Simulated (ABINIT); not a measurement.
## WS2 (Tungstenite): G0W0 with ABINIT, start to end

Wanted: ground state, empty states, screening and self-energy for WS2 (Tungstenite).

Program: ABINIT 10.8.3. Level of theory: PBE and many-body steps on it, plane waves. Results are calculated unless marked as measured.

### 1. The structure

It takes space group P6_3/mmc (No. 194, hexagonal). The conventional cell has a = 3.153 Å, b = 3.153 Å, c = 12.323 Å, α = 90.00°, β = 90.00°, γ = 120.00°. W has 6 S at 2.40 Å nearest. Nearest to S lie 3 W at 2.40 Å. Farther neighbours and most contacts between anions are not listed.

The cell and positions come from the Crystallography Open Database and are kept as given unless a step says otherwise. Spin-orbit coupling is left out unless a step names it.

### 2. Ground state

This step: ABINIT 10.8.3; DFT, PBE, plane waves, norm-conserving pseudopotentials.

The ground-state density comes first.

run.abi

```
acell 3*1.0 Angstrom
rprim 
  3.153199999992 0.000000000002 0.000000000000
  -1.576599999998 2.730751303206 0.000000000000
  0.000000000000 0.000000000000 12.323000000000
ntypat 2
znucl 74 16
natom 6
typat 1 1 2 2 2 2
xred 
  0.333333333333 0.666666666667 0.250000000000
  0.666666666667 0.333333333333 0.750000000000
  0.333333333333 0.666666666667 0.622500000000
  0.666666666667 0.333333333333 0.122500000000
  0.333333333333 0.666666666667 0.877500000000
  0.666666666667 0.333333333333 0.377500000000
pp_dirpath "pseudos"
pseudos "W.upf, S.upf"
ecut 31
ngkpt 6 6 2
nshiftk 1
shiftk 0 0 0
kptopt 1
chksymbreak 0
nband 33
occopt 1
tolvrs 1e-10
nstep 60
prtwf 0
optforces 0
optstress 0
indata_prefix "in"
outdata_prefix "out"
tmpdata_prefix "tmp"
```

Started as:

```console
$ OMP_NUM_THREADS=1 mpirun -n 8 abinit run.abi > log
```

Numbers of over 12 decimals in the logs are rounded to 6 here.

Output:

```text
.Version 10.8.3 of ABINIT. v10.8.2 released Aug 2026.

 Symmetries : space group P6_3/m m c (#194); Bravais hP (primitive hexag.)
================================================================================
 Values of the parameters that define the memory need of the present run
     intxc =       0    ionmov =       0      iscf =       7    lmnmax =       8
     lnmax =       8     mgfft =     120  mpssoang =       4    mqgrid =    5837
     natom =       6  nloc_mem =       1    nspden =       1   nspinor =       1
    nsppol =       1      nsym =      24    n1xccc =    2501    ntypat =       2
    occopt =       1   xclevel =       2
-    mband =          33        mffmem =           1         mkmem =           2
       mpw =        5944          nfft =      108000          nkpt =          14
================================================================================
  Rough estimation (10% accuracy) of disk space for files :
================================================================================

--------------------------------------------------------------------------------
------------- Echo of variables that govern the present computation ------------
--------------------------------------------------------------------------------
 -outvars: echo values of preprocessed input variables --------
            acell      1.8897261259E+00  1.8897261259E+00  1.8897261259E+00 Bohr

      chksymbreak           0
             ecut      3.10000000E+01 Hartree
-          fftalg         312

              ixc     -101130
              kpt      0.00000000E+00  0.00000000E+00  0.00000000E+00
                       1.66666667E-01  0.00000000E+00  0.00000000E+00
                       3.33333333E-01  0.00000000E+00  0.00000000E+00
                       5.00000000E-01  0.00000000E+00  0.00000000E+00
                       1.66666667E-01  1.66666667E-01  0.00000000E+00
                       3.33333333E-01  1.66666667E-01  0.00000000E+00
                       3.33333333E-01  3.33333333E-01  0.00000000E+00
                       0.00000000E+00  0.00000000E+00  5.00000000E-01
                       1.66666667E-01  0.00000000E+00  5.00000000E-01
                       3.33333333E-01  0.00000000E+00  5.00000000E-01
                       5.00000000E-01  0.00000000E+00  5.00000000E-01
[...]
kptrlatt        6    0    0      0    6    0      0    0    2
          kptrlen      3.57521065E+01
P           mkmem           2
            natom           6
            nband          33
            ngfft          30      30     120
             nkpt          14
            nstep          60
             nsym          24
           ntypat           2
              occ      2.000000  2.000000  2.000000  2.000000  2.000000  2.000000
                       2.000000  2.000000  2.000000  2.000000  2.000000  2.000000
                       2.000000  2.000000  2.000000  2.000000  2.000000  2.000000
                       2.000000  2.000000  2.000000  2.000000  2.000000  2.000000
                       2.000000  2.000000  0.000000  0.000000  0.000000  0.000000
[...]
optforces           0
        optstress           0
            prtwf           0
            rprim      3.1532000000E+00  2.0000000000E-12  0.0000000000E+00
[...]
spgroup         194

           tolvrs      1.00000000E-10

             xred      3.3333333333E-01  6.6666666667E-01  2.5000000000E-01
[...]
znucl       74.00000   16.00000

================================================================================

 chkinp: Checking input parameters for consistency.

================================================================================
== DATASET  1 ==================================================================
-   mpi_nproc: 8, omp_nthreads: 1 (-1 if OMP is not activated)

--- !DatasetInfo
iteration_state: {dtset: 1, }
dimensions: {natom: 6, nkpt: 14, mband: 33, nsppol: 1, nspinor: 1, nspden: 1, mpw: 5944, }
cutoff_energies: {ecut:  31.0, pawecutdg:  -1.0, }
electrons: {nelect:   5.20000000E+01, charge:   0.00000000E+00, occopt:   1.00000000E+00, tsmear:   1.00000000E-02, }

 Real(R)+Recip(G) space primitive vectors, cartesian coordinates (Bohr,Bohr^-1):
 R(1)=  5.9586844  0.0000000  0.0000000  G(1)=  0.1678223  0.0968922  0.0000000
 R(2)= -2.9793422  5.1603721  0.0000000  G(2)=  0.0000000  0.1937845  0.0000000
 R(3)=  0.0000000  0.0000000 23.2870950  G(3)=  0.0000000  0.0000000  0.0429422
 Unit cell volume ucvol=  7.1605555E+02 bohr^3
 Angles (23,13,12)=  9.00000000E+01  9.00000000E+01  1.20000000E+02 degrees

 getcut: wavevector=  0.0000  0.0000  0.0000  ngfft=  30  30 120
         ecut(hartree)=     31.000   => boxcut(ratio)=   2.01023

--- Pseudopotential description ------------------------------------------------
- W Generated using ONCVPSP code by D. R. Hamann
- 74.00000  14.00000  171031                  znucl, zion, pspdat
12 -101130 3 -1 1396                          pspcod,pspxc,lmax,lloc,mmax
     nproj     2     2     2     2
  pspatm : epsatm=   11.70739509
         --- l  ekb(1:nproj) -->
[...]
pspatm: atomic psp has been read  and splines computed

- S Generated using ONCVPSP code by D. R. Hamann
- 16.00000   6.00000  171031                  znucl, zion, pspdat
12 -101130 2 -1 1146                          pspcod,pspxc,lmax,lloc,mmax
     nproj     2     2     2     0
  pspatm : epsatm=    9.01821529
         --- l  ekb(1:nproj) -->
[...]
pspatm: atomic psp has been read  and splines computed

   3.09335787E+03                                ecore*ucvol(ha*bohr**3)
--------------------------------------------------------------------------------

_setup2: Arith. and geom. avg. npw (full set) are    5903.792    5903.746

================================================================================

--- !BeginCycle
iteration_state: {dtset: 1, }
solver: {iscf: 7, nstep: 60, nline: 4, wfoptalg: 0, }
tolerances: {tolvrs: 1.00E-10, }

     iter   Etot(hartree)      deltaE(h)  residm     vres2
 ETOT  1  -195.84886537400    -1.958E+02 8.652E-02 1.579E+02
 ETOT  2  -195.89030693970    -4.144E-02 3.711E-02 1.176E+03
 ETOT  3  -196.02861226715    -1.383E-01 1.384E-02 8.356E+00
 ETOT  4  -196.02942917523    -8.169E-04 5.021E-03 2.556E+00
 ETOT  5  -196.02958716226    -1.580E-04 4.625E-03 2.055E-02
 ETOT  6  -196.02958981700    -2.655E-06 1.050E-03 8.045E-03
 ETOT  7  -196.02959029102    -4.740E-07 8.389E-04 2.987E-05
 ETOT  8  -196.02959029387    -2.850E-09 5.135E-04 2.264E-06
 ETOT  9  -196.02959029411    -2.405E-10 1.853E-04 7.420E-08
 ETOT 10  -196.02959029411    -7.873E-12 4.535E-04 3.028E-09
 ETOT 11  -196.02959029411    -4.547E-13 1.653E-04 3.319E-10
 ETOT 12  -196.02959029412    -1.450E-12 4.851E-04 6.799E-12

 At SCF step   12       vres2   =  6.80E-12 < tolvrs=  1.00E-10 =>converged.

--- !ResultsGS
iteration_state: {dtset: 1, }
comment   : Summary of ground state results
lattice_vectors:
- [  5.9586844,   0.0000000,   0.0000000, ]
- [ -2.9793422,   5.1603721,   0.0000000, ]
- [  0.0000000,   0.0000000,  23.2870950, ]
lattice_lengths: [   5.95868,    5.95868,   23.28710, ]
lattice_angles: [ 90.000,  90.000, 120.000, ] # degrees, (23, 13, 12)
lattice_volume:   7.1605555E+02
convergence: {deltae: -1.450E-12, res2:  6.799E-12, residm:  4.851E-04, diffor:  0.000E+00, }
etotal    :  -1.96029590E+02
entropy   :   0.00000000E+00
fermie    :   3.49444803E-01
cartesian_stress_tensor: null
pressure_GPa: null
xred      :
- [  3.3333E-01,   6.6667E-01,   2.5000E-01,  W]
- [  6.6667E-01,   3.3333E-01,   7.5000E-01,  W]
- [  3.3333E-01,   6.6667E-01,   6.2250E-01,  S]
- [  6.6667E-01,   3.3333E-01,   1.2250E-01,  S]
- [  3.3333E-01,   6.6667E-01,   8.7750E-01,  S]
- [  6.6667E-01,   3.3333E-01,   3.7750E-01,  S]
cartesian_forces: null
force_length_stats: {min: null, max: null, mean: null, }

 Integrated electronic density in atomic spheres:
 ------------------------------------------------
 Atom  Sphere_radius  Integrated_density
[...]
================================================================================

 ----iterations are completed or convergence reached----

 Mean square residual over all n,k,spin=   29.308E-07; max=  48.513E-05
 reduced coordinates (array xred) for    6 atoms
[...]
0.666666666667      0.333333333333      0.750000000000
       0.333333333333      0.666666666667      0.622500000000
       0.666666666667      0.333333333333      0.122500000000
       0.333333333333      0.666666666667      0.877500000000
       0.666666666667      0.333333333333      0.377500000000
 rms dE/dt=  0.0000E+00; max dE/dt=  0.0000E+00; dE/dt below (all hartree)
    1       0.000000000000      0.000000000000      0.000000000000
    2       0.000000000000      0.000000000000      0.000000000000
    3       0.000000000000      0.000000000000      0.000000000000
    4       0.000000000000      0.000000000000      0.000000000000
    5       0.000000000000      0.000000000000      0.000000000000
    6       0.000000000000      0.000000000000      0.000000000000

 cartesian coordinates (angstrom) at end:
    1     -1.33e-12     1.820501     3.080750
    2      1.576600     0.910250     9.242250
    3     -1.33e-12     1.820501     7.671068
    4      1.576600     0.910250     1.509567
    5     -1.33e-12     1.820501    10.813432
    6      1.576600     0.910250     4.651933
 length scales=  1.889726125908  1.889726125908  1.889726125908 bohr
              =  1.000000000000  1.000000000000  1.000000000000 angstroms
 prteigrs : about to open file out_EIG
 Fermi (or HOMO) energy (hartree) =   0.34944   Average Vxc (hartree)=  -0.41084
 Eigenvalues (hartree) for nkpt=  14  k points:
 kpt#   1, nband= 33, wtk=  0.01389, kpt=  0.0000  0.0000  0.0000 (reduced coord)
  -2.39287   -2.39287   -1.07959   -1.07958   -1.07265   -1.07265   -1.07265   -1.07265
  -0.22539   -0.21688   -0.16868   -0.15256    0.06843    0.10714    0.20801    0.22170
   0.22170    0.22222    0.22222    0.26709    0.26709    0.26906    0.26906    0.29374
   0.30457    0.34944    0.43436    0.43442    0.43474    0.43539    0.43621    0.43925
   0.44308
 prteigrs : prtvol=0 or 1, do not print more k-points.

--- !EnergyTerms
iteration_state     : {dtset: 1, }
comment             : Components of total free energy in Hartree
kinetic             :  5.62979939834143E+01
hartree             :  5.12043006751492E+01
xc                  : -4.59534279593619E+01
Ewald energy        : -1.20345391836037E+02
psp_core            :  4.31999703190776E+00
local_psp           : -1.72738556691340E+02
non_local_psp       :  3.11854945021525E+01
total_energy        : -1.96029590294116E+02
total_energy_eV     : -5.33423689713459E+03
band_energy         : -1.79620718597031E+01

== END DATASET(S) ==============================================================
================================================================================

 -outvars: echo values of variables after computation  --------
           etotal     -1.9602959029E+02
            nband          33
             nkpt          14
          spgroup         194
 [... the other variables as echoed above ...]

 Calculation completed.
```

The job ended after 21 s (8 MPI ranks of Arm Neoverse V2, shared host; peak memory 0.68 GiB; 2.8 min of CPU time).

Numbers from this step:

* total energy: -5334.2369 eV
* gap: 0.9807 eV
* k of the valence top: 0, 0, 0
* k of the conduction bottom: 0.1667, 0.1667, 0
* least direct gap: 1.837 eV

The gap is indirect, with the least direct gap 0.86 eV higher.

### 3. Empty states on the mesh, 3×3×1 mesh, 157 bands

The sums over transitions need many empty states on a uniform mesh; this step solves for them.

Edit run.abi of step 2 so:

```diff
@@ -19,3 +19,3 @@
 ecut 31
-ngkpt 6 6 2
+ngkpt 3 3 1
 nshiftk 1
@@ -24,9 +24,10 @@
 chksymbreak 0
-nband 33
+irdden 1
+istwfk *1
+nband 157
+prtvol 0
+optdriver 6
+gwr_task "HDIAGO"
+paral_kgb 0
 occopt 1
-tolvrs 1e-10
-nstep 60
-prtwf 0
-optforces 0
-optstress 0
 indata_prefix "in"
```

Output:

```text
[banner, memory and clock lines left out]
.Version 10.8.3 of ABINIT. v10.8.2 released Aug 2026.

 Symmetries : space group P6_3/m m c (#194); Bravais hP (primitive hexag.)
[... echo of the input left out ...]
== DATASET  1 ==================================================================
-   mpi_nproc: 8, omp_nthreads: 1 (-1 if OMP is not activated)

--- !DatasetInfo
iteration_state: {dtset: 1, }
dimensions: {natom: 6, nkpt: 3, mband: 157, nsppol: 1, nspinor: 1, nspden: 1, mpw: 5917, }
cutoff_energies: {ecut:  31.0, pawecutdg:  -1.0, }
electrons: {nelect:   5.20000000E+01, charge:   0.00000000E+00, occopt:   1.00000000E+00, tsmear:   1.00000000E-02, }

.Using double precision arithmetic; gwpc =  8

- Reading GS density from: in_DEN

--- Pseudopotential description ------------------------------------------------
- W Generated using ONCVPSP code by D. R. Hamann
- 74.00000  14.00000  171031                  znucl, zion, pspdat
12 -101130 3 -1 1396                          pspcod,pspxc,lmax,lloc,mmax
     nproj     2     2     2     2
  pspatm : epsatm=   11.70739509
         --- l  ekb(1:nproj) -->
             0   12.992056    1.844411
             1    9.080024    1.409692
             2    4.470007    0.514403
             3   47.483863    0.881400
 pspatm: atomic psp has been read  and splines computed

- S Generated using ONCVPSP code by D. R. Hamann
- 16.00000   6.00000  171031                  znucl, zion, pspdat
12 -101130 2 -1 1146                          pspcod,pspxc,lmax,lloc,mmax
     nproj     2     2     2     0
  pspatm : epsatm=    9.01821529
         --- l  ekb(1:nproj) -->
             0    6.763951    0.574108
             1    3.227080    0.887329
             2   -3.547662   -0.986524
 pspatm: atomic psp has been read  and splines computed

   3.09335787E+03                                ecore*ucvol(ha*bohr**3)

 Total charge density [el/Bohr^3]
)     Maximum=    8.4948E-01  at reduced coord.    0.7667    0.5000    0.7500
)     Minimum=    1.5301E-03  at reduced coord.    0.6667    0.3333    0.1250
   Integrated=    5.2000E+01

 === KS gaps after direct diagonalization ===
 Indirect band gap semiconductor
 Fundamental gap:     1.305 (eV)
   VBM:     9.509 (eV) at k: [ 0.0000E+00,  0.0000E+00,  0.0000E+00]
   CBM:    10.814 (eV) at k: [ 3.3333E-01,  3.3333E-01,  0.0000E+00]
 Direct gap:         1.837 (eV) at k: [ 3.3333E-01,  3.3333E-01,  0.0000E+00]

== END DATASET(S) ==============================================================

 -outvars: echo values of variables after computation  --------
           etotal      0.0000000000E+00
            nband         157
             nkpt           3
          spgroup         194
 [... the other variables as echoed above ...]

 Calculation completed.
```

The job ended after 65 s (8 MPI ranks; peak memory 11 GiB).

This step gave:

| Quantity | Value |
| --- | --- |
| gap | 1.305 eV |
| k of the valence top | 0, 0, 0 |
| k of the conduction bottom | 0.3333, 0.3333, 0 |
| least direct gap | 1.837 eV |
| k points computed | 3 |
| lowest point of the top converged band, above the valence top | 53.0906 eV |

On this mesh the gap is 1.305 eV. The earlier step found 0.981 eV, so this mesh misses an edge.

### 4. Screening, 3×3×1 mesh, 149 bands, screening to 108.8 eV

The RPA dielectric matrix is built and inverted for each q.

This step: RPA screening on PBE, plane waves, norm-conserving pseudopotentials.

Edit run.abi of step 3 so:

```diff
@@ -24,10 +24,11 @@
 chksymbreak 0
-irdden 1
 istwfk *1
-nband 157
-prtvol 0
-optdriver 6
-gwr_task "HDIAGO"
-paral_kgb 0
 occopt 1
+irdwfk 1
+optdriver 3
+nband 149
+ecuteps 4
+inclvkb 2
+awtr 1
+symchi 1
 indata_prefix "in"
```

Output:

```text
.Version 10.8.3 of ABINIT. v10.8.2 released Aug 2026.

 Symmetries : space group P6_3/m m c (#194); Bravais hP (primitive hexag.)
[... echo of the input left out ...]
== DATASET  1 ==================================================================
-   mpi_nproc: 8, omp_nthreads: 1 (-1 if OMP is not activated)

--- !DatasetInfo
iteration_state: {dtset: 1, }
dimensions: {natom: 6, nkpt: 3, mband: 149, nsppol: 1, nspinor: 1, nspden: 1, mpw: 5917, }
cutoff_energies: {ecut:  31.0, pawecutdg:  -1.0, }
electrons: {nelect:   5.20000000E+01, charge:   0.00000000E+00, occopt:   1.00000000E+00, tsmear:   1.00000000E-02, }

 SCREENING: Calculation of the susceptibility and dielectric matrices

 Based on a program developped by R.W. Godby, V. Olevano, G. Onida, and L. Reining.
 Incorporated in ABINIT by V. Olevano, G.-M. Rignanese, and M. Torrent.
.Using double precision arithmetic ; gwpc =  8

[... cell and pseudopotentials left out ...]
--------------------------------------------------------------------------------

 ==== K-mesh for the wavefunctions ====
 Number of points in the irreducible wedge :     3
[... list of points left out ...]
 Together with 24 symmetry operations and time-reversal symmetry
 yields     9 points in the full Brillouin Zone.

 ==== Q-mesh for the screening function ====
 Number of points in the irreducible wedge :     3
[... list of points left out ...]
 Together with 24 symmetry operations and time-reversal symmetry
 yields     9 points in the full Brillouin Zone.

 setmesh: FFT mesh size selected  =    18x   18x   80
          total number of points  =        25920

 vcoul_init : cutoff-mode = AUXILIARY_FUNCTION
 q-points for optical limit:   1
     1)      0.000010    0.000020    0.000030

- screening: taking advantage of time-reversal symmetry
- Maximum band index for partially occupied states nbvw = 26
- Remaining bands to be divided among processors   nbcw = 123
- Number of bands treated by each node ~15

 Number of electrons calculated from density =   52.0000; Expected =   52.0000
 average of density, n =  0.072620
 r_s =    1.4869
 omega_plasma =   25.9946 [eV]

 calculating chi0 at frequencies [eV] :
  1    0.000000E+00    0.000000E+00
  2    0.000000E+00    2.599465E+01

--------------------------------------------------------------------------------
  q-point number  1        q = ( 0.000000, 0.000000, 0.000000) [r.l.u.]
--------------------------------------------------------------------------------
[... chi0 elements left out ...]
 For q-point:  0.000010 0.000020 0.000030
  dielectric constant =  17.5552
  dielectric constant without local fields =  19.4840

  Average fulfillment of the sum rule on Im[epsilon] for q-point    1 :     80.83  [%]
[... wings left out ...]
  q-point number  2        q = ( 0.333333, 0.000000, 0.000000) [r.l.u.]
--------------------------------------------------------------------------------
[... chi0 elements left out ...]
  Average fulfillment of the sum rule on Im[epsilon] for q-point    2 :     77.10  [%]

 [... 1 further q-points ...]
```

Run time: 15 s. Hardware: 8 MPI ranks; peak memory 1.5 GiB; 1.9 min of CPU time.

This step gave:

```yaml
eps_infinity_with_local_fields_on_this_mesh_along_the_program_s_q_direction: 17.56
the_same_without_local_fields: 19.48
plasma_frequency: 25.99 eV
plane_waves_in_the_screening_matrix: 279
```

Local fields lower ε∞ by 10 %. On a Γ-centred mesh this coarse the value itself is usually too large, while a short band sum pulls it down.

[end of part 1 of 2]

[Paths, hosts, dates, memory and timing lines, banners, echoed tables and standing remarks are left out of the program output.]

[Logs are printed without paths, hosts, clocks, repeated set-up lines and the standing remarks that a program may print on its own settings, such as how far it seeks lower states.]

[Runs of the session that timed out or met a known fault of the program may be left out.]

[No measured gap is set beside runs whose start may be inverted or whose files or cutoffs have a known fault.]

[Hosts, paths, dates, database ids (printed as entryN), source tags and the programs' standing remarks are cut or masked in the printed files.]

[G0W0 gaps are taken among the corrected bands and points alone; a level outside them can change the order at an edge.]

[Where Ansatz stands beside ABINIT at settings called matched, ABINIT's density can come from a denser mesh and the files from another edition; pairs whose starting gaps differed by over 0.03 eV were left out, so agreement reads better than it is.]
